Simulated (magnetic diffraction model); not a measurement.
# Magnetic neutron pattern of Mn3AlSn2

Space group P6_3/mmc (no. 194), a = 5.1990 Å, c = 7.9990 Å.

| site | atom | x | y | z |
| --- | --- | --- | --- | --- |
| 4f | Sn | 2/3 | 1/3 | 0.5732 |
| 6h | Mn | 0.8239 | 0.1761 | 1/4 |
| 2a | Al | 0 | 0 | 1/2 |

This is a made-up structure (elements placed in a structure type, unrelaxed), so the numbers test the method and describe no known phase.

Only Mn is taken to order (form factors of Mn2+); orders and moment sizes are assumed, and not adapted to the symmetry. Radiation: neutrons of λ = 2.36 Å, 5° to 90°; isotropic B of 0.35 Å² (Sn), 0.49 Å² (Mn) and 0.56 Å² (Al). The intensities are simulated: I ∝ L Σ (|F_N|² + |F_M⊥|²) for unpolarised neutrons, with F_M = 2.695 fm/μB × Σ f(s) S exp(2πi Q·r) exp(−B s²) at Q = H ± k (one set where k and −k are equivalent), only the part normal to Q counting and L = 1/(sin²θ cos θ). For collinear order S is the moment m, which repeats by lattice and centring translations R with the sign exp(−2πi k·R). Form factors are spin-only for 3d ions and dipole or tabulated for f ions, scattering lengths are Sears's of 1992, and absorption is left out. A label names one of the reflections at its angle. The strongest nuclear line in the range is 100, and lines under 0.2 are left out.

Assume the order k = (1/2 1/2 1/2), collinear moments along [100], 0.78 μB on Mn; signs + at (0.8239, 0.1761, 1/4), + at (0.3522, 0.1761, 1/4), − at (0.8239, 0.6478, 1/4), − at (0.1761, 0.8239, 3/4), − at (0.6478, 0.8239, 3/4), + at (0.1761, 0.3522, 3/4).

Q: Where does magnetic intensity appear, and how strong is it?

| 2θ (°) | index | nuclear | magnetic |
| --- | --- | --- | --- |
| 17.30 | (1/2 -1/2 1/2) | 0.0 | 1.2 |
| 27.61 | (1/2 1/2 1/2) | 0.0 | 3.7 |
| 29.80 | (1/2 -1/2 3/2) | 0.0 | 0.6 |
| 30.39 | (1 0 0) | 10.2 | 0.0 |
| 34.32 | (0 0 2) | 88.1 | 0.0 |
| 35.01 | (1 0 1) | 74.3 | 0.0 |
| 36.96 | (1/2 1/2 3/2) | 0.0 | 2.0 |
| 41.52 | (3/2 -1/2 1/2) | 0.0 | 1.9 |
| 46.08 | (1/2 -1/2 5/2) | 0.0 | 0.2 |
| 46.49 | (1 0 2) | 0.4 | 0.0 |
| 48.57 | (3/2 -1/2 3/2) | 0.0 | 1.4 |
| 51.32 | (1/2 1/2 5/2) | 0.0 | 0.9 |
| 53.99 | (1 1 0) | 91.1 | 0.0 |
| 57.13 | (3/2 1/2 1/2) | 0.0 | 0.3 |
| 60.82 | (3/2 -1/2 5/2) | 0.0 | 0.9 |
| 61.91 | (1 0 3) | 18.5 | 0.0 |
| 63.22 | (2 0 0) | 1.3 | 0.0 |
| 65.56 | (1 1 2) | 19.2 | 0.0 |
| 65.98 | (2 0 1) | 7.7 | 0.0 |
| 68.67 | (1/2 1/2 7/2) | 0.0 | 0.4 |
| 72.32 | (0 0 4) | 6.2 | 0.0 |
| 73.95 | (2 0 2) | 10.2 | 0.0 |
| 76.91 | (3/2 -1/2 7/2) | 0.0 | 0.4 |
| 80.43 | (1 0 4) | 4.2 | 0.0 |
| 86.63 | (2 0 3) | 100.0 | 0.0 |
| 87.80 | (2 1 0) | 9.3 | 0.0 |

The strongest magnetic line in the range is (1/2 1/2 1/2) at 27.61° (3.7). On top of the Lorentz factor, which all lines share, magnetic lines fade with angle because f falls: for Mn2+ it is 0.90, 0.66, 0.41 and 0.12 at sin θ/λ = 0.1, 0.2, 0.3 and 0.5 Å⁻¹, while nuclear lengths stay constant. The order has no net moment.
